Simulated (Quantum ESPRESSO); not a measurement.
# Dipole at the next field: Y2NOS MXene, 1 layer

Method. Quantum ESPRESSO 7.5, PBE, GBRV ultrasoft; sawtooth field along the normal with dipole correction, ions clamped, threshold 1e-9 Ry; cell area 10.833 Å².

| field (V/Å) | dipole (e Å a cell) |
| --- | --- |
| 0 | 0.08197 |
| 0.1 | 0.12238 |
| 0.2 | 0.16293 |

**Question.** What is the dipole at −0.2 V/Å, and what electrostatic thickness 4πα/A follows from the rows?

**Worked estimate.** The slope is (0.16293 − (0.08197))/0.2 = 0.4048 e Å²/V, so 4πα/A = 180.95 × 0.4048/10.833 = 6.76 Å. Linear response gives p = 0.08197 + 0.4048 × (−0.2) = 0.00101 e Å; a parabola through the three rows gives 0.00157.

**The withheld run.** p = 0.00121 e Å. The line misses by 0.2 % of the induced dipole and the parabola by 0.4 %. The response is linear over this range.

Caveats: Electrons alone respond; local and semilocal functionals tend to overscreen.
